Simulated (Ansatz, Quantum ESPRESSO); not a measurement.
# Mode couplings of Ti (P6_3/mmc) in a second program

Wanted: phonons, linewidths and couplings of Ti (P6_3/mmc) from a second program. The first relaxation steps of the session are not shown, so no cell shown is the starting entry, unless a step says so.

Program: Ansatz 0.2.0 and Quantum ESPRESSO 7.5. Level of theory: DFT PBE, scalar-relativistic, plane waves, PAW, in the first sound run; inputs show where later runs differ. Results are calculated unless marked as measured.

## Step 1: The cell after earlier relaxation steps

It takes space group P6_3/mmc (No. 194, hexagonal). The conventional cell has a = 2.937 Å, b = 2.937 Å, c = 4.657 Å, α = 90.00°, β = 90.00°, γ = 120.00°. Nearest to Ti lie 12 Ti at 2.88 to 2.94 Å.

## Step 2: Tight relaxation

Residual forces and stress shift phonon frequencies, so the cell is relaxed again, with tight thresholds and the mesh and smearing of this input. Earlier relaxation steps are not shown.

File input.yaml:

```yaml
crystal:
  lattice:
    - [2.9366970515, 0.0, 0.0]
    - [-1.4683485258, 2.5432542498, 0.0]
    - [0.0, 0.0, 4.656919804]
  atoms:
    - { symbol: Ti, position: [0.3333333333, 0.6666666667, 0.25] }
    - { symbol: Ti, position: [0.6666666667, 0.3333333333, 0.75] }
kpoints:
  mp_grid: { grid: [12, 12, 6] }
hamiltonian:
  xc: pbe
scf:
  occupations: { method: methfessel_paxton, width: 0.2 }
output:
  forces: true
  stress: true
  eigenvalues: true
relax:
  adjacent_minimum: "off"
  f_tol: 0.001
  max_steps: 60
  cell: { stress_tol: 0.01 }
```

Run with:

```console
$ ansatz run input.yaml --threads 4 --pin off --max-ram 8192MiB --backend cpu --events-out ev --progress --plain --runs-dir out
```

Numbers of over 12 decimals in the logs are rounded to 6 here.

What it wrote:

```text
[the first part of the log is left out]
  E_hartree    = 668.099107
  E_xc         = -194.926663
  E_vxc        = -243.861722  (∫ρ·V_xc dr)
  E_paw        = -2095.089601  (= ΣΔE_a)
  E_vpaw       = -341.641090  (= ΣTr[D̂ρ^β])
  E_aug_tail   = 0.000231  (compensation charges beyond the density's cutoff)
  E_ewald      = -2311.287533
  E_smearing   = 0.003466  (= −TS)
  E_closure    = -0.000000  (closes the sum)
  Σ components = -4999.331212   (vs F -4999.331212, Δ=0.00e0)
--- Forces (eV/Å), atoms counted from 1 ---
  atom   1  Ti     0.00000000    -0.00000000     0.00000000
  atom   2  Ti    -0.00000000     0.00000000     0.00000000
  max |Σ_I F_I| component: 7.40e-17 eV/Å
--- Stress (GPa, compression-positive) ---
        0.001176       0.000000       0.000000
        0.000000       0.001176       0.000000
        0.000000       0.000000       0.006469
  P = ⅓ Tr σ = 0.0029 GPa (0.029 kbar)
--- Band table (eV; the first three rows and the last of 76) ---
  k-point 0: bands = ["-43.4557", "-43.3182", "-20.0616", "-19.4173", "-19.4173", "-19.3524", "-19.3163", "-19.3163", "7.1802", "10.6817", "14.1217", "14.1393", "14.1393", "14.2520", "14.6386", "14.6386"]
  k-point 1: bands = ["-43.4466", "-43.3275", "-20.0159", "-19.4106", "-19.4106", "-19.4018", "-19.3231", "-19.3231", "7.4132", "10.5518", "13.7673", "14.0443", "14.0443", "14.1241", "14.5164", "14.5164"]
  k-point 2: bands = ["-43.4216", "-43.3529", "-19.8897", "-19.5354", "-19.3922", "-19.3922", "-19.3417", "-19.3417", "8.0742", "9.9967", "13.3601", "13.7983", "13.9674", "13.9674", "14.2608", "14.2608"]
  k-point 75: bands = ["-43.3063", "-43.3063", "-19.8732", "-19.8732", "-19.6874", "-19.6874", "-19.4461", "-19.4461", "12.1191", "12.1191", "12.2897", "12.2897", "13.1411", "13.1411", "15.0419", "15.0419"]
--- Relaxed structure (2 steps of the walk, 2 accepted, 1 SCFs on fresh bases) ---
  F+E_penalty+E_count = -4999.33121248 eV   max|allowed force component| = 3.701e-16 eV/Å   (the final SCF, on the basis selected at the relaxed cell)
  cell:  # Å, volume = 34.7772 Å³
    - [2.937868, 2.887896295108247e-11, 0.0]
    - [-1.468934, 2.544268, 0.0]
    - [0.0, 0.0, 4.652637]
  atoms:
    - { symbol: Ti, position: [0.333333, 0.666667, 0.250000] }
    - { symbol: Ti, position: [0.666667, 0.333333, 0.75] }
```

The job ended after 2.1 s (4 threads of Arm Neoverse V1, shared host; peak memory 0.35 GiB).

Little changed from the start: no atom moved by 0.005 Å and no cell edge by 0.1 %.

Numbers from this step:

| Property | Result |
| --- | --- |
| pressure | 0.002940 GPa |
| volume per atom | 17.39 Å³ |
| metallic on mesh | yes |
| gap on the k-mesh | 0 eV |

The largest force is now zero by symmetry and the largest stress component 0.0065 GPa.

## Step 3: Ground state with pw.x

ph.x needs a tightly converged ground state on the same k mesh; the cell is that of the step before.

This step: DFT PBE, scalar-relativistic, plane waves, GBRV ultrasoft pseudopotentials (Quantum ESPRESSO 7.5).

File pw.in:

```
&CONTROL
  calculation = 'scf'
  prefix      = 'x'
  outdir      = './tmp'
  pseudo_dir  = './pseudo'
  tprnfor     = .true.
  tstress     = .true.
/
&SYSTEM
  ibrav       = 4
  celldm(1)   = 5.55176587
  celldm(3)   = 1.58367789
  nat         = 2
  ntyp        = 1
  ecutwfc     = 45.0
  ecutrho     = 360.0
  occupations = 'smearing'
  smearing    = 'fd'
  degauss     = 0.00734986
  nbnd        = 22
/
&ELECTRONS
  conv_thr    = 1.0d-11
  mixing_beta = 0.5
/
ATOMIC_SPECIES
 Ti     47.8670  Ti.upf
ATOMIC_POSITIONS crystal
 Ti     0.333333333   0.666666667   0.250000000
 Ti     0.666666667   0.333333333   0.750000000
K_POINTS automatic
 12 12 6 0 0 0
```

Run with:

```console
$ OMP_NUM_THREADS=1 mpirun -n 4 pw.x -nk 4 -in pw.in > pw.x.log
```

What it wrote:

```text
Program PWSCF v.7.5

     This program is part of the open-source Quantum ESPRESSO suite
     for quantum simulation of materials; please cite
         "P. Giannozzi et al., J. Phys.:Condens. Matter 21 395502 (2009);
         "P. Giannozzi et al., J. Phys.:Condens. Matter 29 465901 (2017);
         "P. Giannozzi et al., J. Chem. Phys. 152 154105 (2020);
     in publications or presentations arising from this work. More details at

     G-vector sticks info
     --------------------
     sticks:   dense  smooth     PW     G-vecs:    dense   smooth      PW
     Sum         757     379    121                27077     9535    1725

     Using Slab Decomposition

     bravais-lattice index     =            4
     lattice parameter (alat)  =       5.5518  a.u.
     unit-cell volume          =     234.6880 (a.u.)^3
     number of atoms/cell      =            2
     number of atomic types    =            1
     number of electrons       =        24.00
     number of Kohn-Sham states=           22
     kinetic-energy cutoff     =      45.0000  Ry
     charge density cutoff     =     360.0000  Ry
     scf convergence threshold =      1.0E-11
     mixing beta               =       0.5000
     number of iterations used =            8  plain     mixing
     Exchange-correlation=  SLA  PW   PBX  PBC
                           (   1   4   3   4   0   0   0)

     celldm(1)=   5.551766  celldm(2)=   0.000000  celldm(3)=   1.583678
     celldm(4)=   0.000000  celldm(5)=   0.000000  celldm(6)=   0.000000

     crystal axes: (cart. coord. in units of alat)
               a(1) = (   1.000000   0.000000   0.000000 )
               a(2) = (  -0.500000   0.866025   0.000000 )
               a(3) = (   0.000000   0.000000   1.583678 )

     reciprocal axes: (cart. coord. in units 2 pi/alat)
               b(1) = (  1.000000  0.577350 -0.000000 )
               b(2) = (  0.000000  1.154701  0.000000 )
               b(3) = (  0.000000 -0.000000  0.631442 )

     PseudoPot. # 1 for Ti read from file:
     ./pseudo/Ti.upf
     Pseudo is Ultrasoft + core correction, Zval = 12.0
     Using radial grid of  851 points,  6 beta functions with:
                l(1) =   0
                l(2) =   0
                l(3) =   1
                l(4) =   1
                l(5) =   2
                l(6) =   2
     Q(r) pseudized with  6 coefficients,  rinner =    1.000   1.000   1.000
                                                       1.000   1.000

     atomic species   valence    mass     pseudopotential
     Ti               12.00    47.86700     Ti( 1.00)

     24 Sym. Ops., with inversion, found (12 have fractional translation)

   Cartesian axes

     site n.     atom                  positions (alat units)
         1        Ti     tau(   1) = (  -0.0000000   0.5773503   0.3959195  )
         2        Ti     tau(   2) = (   0.5000000   0.2886751   1.1877584  )

     number of k points=    76  Fermi-Dirac smearing, width (Ry)=  0.0073
                       cart. coord. in units 2pi/alat
        k(    1) = (   0.0000000   0.0000000   0.0000000), wk =   0.0023148
        k(    2) = (   0.0000000   0.0000000   0.1052403), wk =   0.0046296
        k(    3) = (   0.0000000   0.0000000   0.2104805), wk =   0.0046296
        k(    4) = (   0.0000000   0.0000000  -0.3157208), wk =   0.0023148
        k(    5) = (   0.0000000   0.0962250   0.0000000), wk =   0.0138889
        k(    6) = (   0.0000000   0.0962250   0.1052403), wk =   0.0277778
        k(    7) = (   0.0000000   0.0962250   0.2104805), wk =   0.0277778
        k(    8) = (   0.0000000   0.0962250  -0.3157208), wk =   0.0138889
        k(    9) = (   0.0000000   0.1924501   0.0000000), wk =   0.0138889
        k(   10) = (   0.0000000   0.1924501   0.1052403), wk =   0.0277778
        k(   11) = (   0.0000000   0.1924501   0.2104805), wk =   0.0277778
        k(   12) = (   0.0000000   0.1924501  -0.3157208), wk =   0.0138889
        k(   13) = (   0.0000000   0.2886751   0.0000000), wk =   0.0138889
        k(   14) = (   0.0000000   0.2886751   0.1052403), wk =   0.0277778
        k(   15) = (   0.0000000   0.2886751   0.2104805), wk =   0.0277778
        k(   16) = (   0.0000000   0.2886751  -0.3157208), wk =   0.0138889
[...]
k(   69) = (   0.2500000   0.5292377   0.0000000), wk =   0.0277778
        k(   70) = (   0.2500000   0.5292377   0.1052403), wk =   0.0555556
        k(   71) = (   0.2500000   0.5292377   0.2104805), wk =   0.0555556
        k(   72) = (   0.2500000   0.5292377  -0.3157208), wk =   0.0277778
        k(   73) = (   0.3333333   0.5773503   0.0000000), wk =   0.0046296
        k(   74) = (   0.3333333   0.5773503   0.1052403), wk =   0.0092593
        k(   75) = (   0.3333333   0.5773503   0.2104805), wk =   0.0092593
        k(   76) = (   0.3333333   0.5773503  -0.3157208), wk =   0.0046296

     Dense  grid:    27077 G-vectors     FFT dimensions: (  36,  36,  54)

     Smooth grid:     9535 G-vectors     FFT dimensions: (  24,  24,  40)

     Check: negative core charge=   -0.000016

     Initial potential from superposition of free atoms

     starting charge      21.9999, renormalised to      24.0000

     negative rho (up, down):  2.333E-03 0.000E+00
     Starting wfcs are   20 randomized atomic wfcs +    2 random wfcs

     per-process dynamical memory:    26.2 Mb

     Self-consistent Calculation

     iteration #  1     ecut=    45.00 Ry     beta= 0.50
     Davidson diagonalization with overlap
     ethr =  1.00E-02,  avg # of iterations =  4.8

     negative rho (up, down):  2.466E-03 0.000E+00

     total energy              =    -238.17007734 Ry
     estimated scf accuracy    <       1.31114602 Ry

     iteration #  2     ecut=    45.00 Ry     beta= 0.50
     Davidson diagonalization with overlap
     ethr =  5.46E-03,  avg # of iterations =  2.1

     negative rho (up, down):  2.010E-03 0.000E+00

     total energy              =    -238.49845276 Ry
     estimated scf accuracy    <       0.02797030 Ry

     iteration #  3     ecut=    45.00 Ry     beta= 0.50
     Davidson diagonalization with overlap
     ethr =  1.17E-04,  avg # of iterations =  3.6

     negative rho (up, down):  1.594E-03 0.000E+00

     total energy              =    -238.50373834 Ry
     estimated scf accuracy    <       0.00056896 Ry

     iteration #  4     ecut=    45.00 Ry     beta= 0.50
     Davidson diagonalization with overlap
     ethr =  2.37E-06,  avg # of iterations =  3.9

     negative rho (up, down):  1.571E-03 0.000E+00

     total energy              =    -238.50379858 Ry
[...]
k = 0.0000 0.0000 0.1052 (  1189 PWs)   bands (ev):

   -43.4256 -43.3065 -19.9842 -19.3884 -19.3884 -19.3698 -19.3009 -19.3009
     7.4328  10.5762  13.7953  14.0708  14.0708  14.1587  14.5429  14.5429
    15.2647  15.2647  16.5632  16.5632  22.5178  27.6951

          k = 0.0000 0.0000 0.2105 (  1183 PWs)   bands (ev):

   -43.4006 -43.3319 -19.8579 -19.5034 -19.3700 -19.3700 -19.3195 -19.3195
     8.0941  10.0188  13.3907  13.8320  13.9943  13.9943  14.2876  14.2876
    15.7442  15.7442  16.4847  16.4847  24.4522  27.3306

          k = 0.0000 0.0000-0.3157 (  1194 PWs)   bands (ev):

   -43.3664 -43.3664 -19.6825 -19.6825 -19.3448 -19.3448 -19.3448 -19.3448
     9.0533   9.0533  13.4795  13.4795  14.0715  14.0715  14.0715  14.0715
    16.2007  16.2007  16.2007  16.2007  26.5012  26.5012

          k = 0.0000 0.0962 0.0000 (  1175 PWs)   bands (ev):

   -43.4278 -43.2945 -20.0147 -19.4262 -19.4055 -19.3269 -19.3266 -19.2982
     7.3941  10.8596  13.7917  13.8422  14.3026  14.5125  14.5880  14.7870
    14.9027  14.9139  16.6119  17.0942  21.6643  27.8934

          k = 0.0000 0.0962 0.1052 (  1176 PWs)   bands (ev):

   -43.4190 -43.3036 -19.9716 -19.4185 -19.3984 -19.3886 -19.3191 -19.3055
     7.6226  10.7361  13.4665  13.8344  14.1839  14.2399  14.5412  14.6507
    15.2020  15.2272  16.6060  16.9255  22.5345  27.7115

          k = 0.0000 0.0962 0.2105 (  1191 PWs)   bands (ev):

   -43.3948 -43.3282 -19.8526 -19.5181 -19.3962 -19.3788 -19.3375 -19.3252
     8.2719  10.1806  13.1669  13.7865  13.8772  14.0979  14.3152  14.3947
    15.7056  15.7450  16.4963  16.6380  24.5071  27.4251

          k = 0.0000 0.0962-0.3157 (  1202 PWs)   bands (ev):

   -43.3616 -43.3616 -19.6873 -19.6873 -19.3665 -19.3665 -19.3520 -19.3520
     9.2178   9.2178  13.3522  13.3522  14.0431  14.0431  14.1767  14.1767
    16.1830  16.1830  16.2500  16.2500  26.6030  26.6030

          k = 0.0000 0.1925 0.0000 (  1182 PWs)   bands (ev):

[...]
14.8975  15.1343  16.7318  18.1987  21.6086  26.7447

          k = 0.0000 0.1925 0.1052 (  1182 PWs)   bands (ev):

[...]
15.1967  15.2750  16.6939  17.7216  22.6064  26.8247

          k = 0.0000 0.1925 0.2105 (  1190 PWs)   bands (ev):

[...]
15.6647  15.8033  16.5187  17.0232  24.6813  27.0540

          k = 0.0000 0.1925-0.3157 (  1192 PWs)   bands (ev):

[...]
16.1553  16.1553  16.4000  16.4000  26.8597  26.8597

          k = 0.0000 0.2887 0.0000 (  1190 PWs)   bands (ev):

[...]
15.3752  15.6475  16.8440  19.4877  21.5261  24.6400

          k = 0.0000 0.2887 0.1052 (  1194 PWs)   bands (ev):

[...]
15.5448  15.5884  16.7748  18.5906  22.7917  24.8081

          k = 0.0000 0.2887 0.2105 (  1190 PWs)   bands (ev):

[...]
15.8127  15.9698  16.5527  17.4744  24.9530  25.2943

          k = 0.0000 0.2887-0.3157 (  1192 PWs)   bands (ev):

[...]
16.2001  16.2001  16.6129  16.6129  26.0148  26.0148

          k = 0.0000 0.3849 0.0000 (  1202 PWs)   bands (ev):

[...]
k = 0.0000 0.3849 0.1052 (  1192 PWs)   bands (ev):

[...]
k = 0.0000 0.3849 0.2105 (  1197 PWs)   bands (ev):

[...]
k = 0.0000 0.3849-0.3157 (  1190 PWs)   bands (ev):

[...]
k = 0.0000 0.4811 0.0000 (  1202 PWs)   bands (ev):

[...]
k = 0.0000 0.4811-0.3157 (  1190 PWs)   bands (ev):

[...]
k = 0.0000-0.5774 0.0000 (  1204 PWs)   bands (ev):

[...]
k = 0.0000-0.5774 0.1052 (  1208 PWs)   bands (ev):

[...]
k = 0.0000-0.5774 0.2105 (  1200 PWs)   bands (ev):

[...]
k = 0.0000-0.5774-0.3157 (  1184 PWs)   bands (ev):

[...]
k = 0.0833 0.1443-0.3157 (  1198 PWs)   bands (ev):

[...]
k = 0.0833 0.2406-0.3157 (  1186 PWs)   bands (ev):

[...]
k = 0.0833 0.3368-0.3157 (  1192 PWs)   bands (ev):

[...]
k = 0.0833 0.4330-0.3157 (  1194 PWs)   bands (ev):

[...]
k = 0.0833 0.5292-0.3157 (  1192 PWs)   bands (ev):

[...]
k = 0.1667 0.2887-0.3157 (  1194 PWs)   bands (ev):

[...]
k = 0.1667 0.3849-0.3157 (  1202 PWs)   bands (ev):

[...]
k = 0.1667 0.4811-0.3157 (  1196 PWs)   bands (ev):

[...]
k = 0.1667 0.5774-0.3157 (  1204 PWs)   bands (ev):

[...]
k = 0.2500 0.4330 0.1052 (  1206 PWs)   bands (ev):

[...]
k = 0.2500 0.4330 0.2105 (  1198 PWs)   bands (ev):

[...]
k = 0.2500 0.4330-0.3157 (  1196 PWs)   bands (ev):

[...]
k = 0.2500 0.5292 0.0000 (  1201 PWs)   bands (ev):

[...]
k = 0.2500 0.5292 0.1052 (  1207 PWs)   bands (ev):

[...]
k = 0.2500 0.5292 0.2105 (  1201 PWs)   bands (ev):

[...]
k = 0.2500 0.5292-0.3157 (  1204 PWs)   bands (ev):

[...]
16.6386  16.6386  19.2227  19.2227  22.2184  22.2184

          k = 0.3333 0.5774 0.0000 (  1194 PWs)   bands (ev):

   -43.2854 -43.2854 -19.7788 -19.6685 -19.6685 -19.6011 -19.6011 -19.5494
    11.7061  11.9984  11.9984  12.0888  13.6225  13.6225  14.8917  16.4608
    16.4608  16.6984  19.3564  19.7583  19.7583  24.3968

          k = 0.3333 0.5774 0.1052 (  1206 PWs)   bands (ev):

   -43.2853 -43.2853 -19.7637 -19.7454 -19.7454 -19.5650 -19.5232 -19.5232
    11.7899  12.0629  12.0629  12.1179  13.5181  13.5181  14.8638  16.3067
    16.4963  16.4963  19.7919  19.8292  19.8292  23.6594

          k = 0.3333 0.5774 0.2105 (  1197 PWs)   bands (ev):

   -43.2853 -43.2853 -19.8196 -19.8196 -19.7223 -19.6076 -19.4468 -19.4468
    11.9849  12.1688  12.2178  12.2178  13.2950  13.2950  14.8598  15.6049
    16.5441  16.5441  20.0129  20.0129  20.6701  22.6255

          k = 0.3333 0.5774-0.3157 (  1200 PWs)   bands (ev):

   -43.2853 -43.2853 -19.8470 -19.8470 -19.6652 -19.6652 -19.4183 -19.4183
    12.1445  12.1445  12.3185  12.3185  13.1652  13.1652  15.0702  15.0702
    16.5573  16.5573  20.1337  20.1337  21.6353  21.6353

     the Fermi energy is    13.3696 ev

!    total energy              =    -238.50385367 Ry
     estimated scf accuracy    <          3.8E-12 Ry
     smearing contrib. (-TS)   =      -0.00567816 Ry
     internal energy E=F+TS    =    -238.49817551 Ry

     The total energy is F=E-TS. E is the sum of the following terms:
     one-electron contribution =     -81.07291840 Ry
     hartree contribution      =      48.52768815 Ry
     xc contribution           =     -36.07644491 Ry
     ewald contribution        =    -169.87650035 Ry

     convergence has been achieved in  10 iterations

     negative rho (up, down):  1.559E-03 0.000E+00

     Forces acting on atoms (cartesian axes, Ry/au):

     atom    1 type  1   force =    -0.00000000   -0.00000000    0.00000000
     atom    2 type  1   force =     0.00000000    0.00000000    0.00000000

     Total force =     0.000000     Total SCF correction =     0.000000

     Computing stress (Cartesian axis) and pressure

     negative rho (up, down):  1.559E-03 0.000E+00
          total   stress  (Ry/bohr**3)                   (kbar)     P=        1.59
   0.00001099  -0.00000000   0.00000000            1.62       -0.00        0.00
  -0.00000000   0.00001099   0.00000000           -0.00        1.62        0.00
   0.00000000   0.00000000   0.00001055            0.00        0.00        1.55

     Writing all to output data dir ./tmp/x.save/ :
     XML data file, charge density, pseudopotentials, collected wavefunctions

   JOB DONE.
```

Run time: 9.5 s. Hardware: 4 MPI ranks.

This step gave:

```yaml
pressure: 0.1597 GPa
```

With these potentials, mesh and smearing the cell is at 0.16 GPa.

(Continued in part 2 of 4.)

[Logs are printed without paths, hosts, clocks, repeated set-up lines and the standing remarks that a program may print on its own settings, such as how far it seeks lower states.]

[Hosts, paths, dates, database ids (printed as entryN), source tags and the programs' standing remarks are cut or masked in the printed files.]
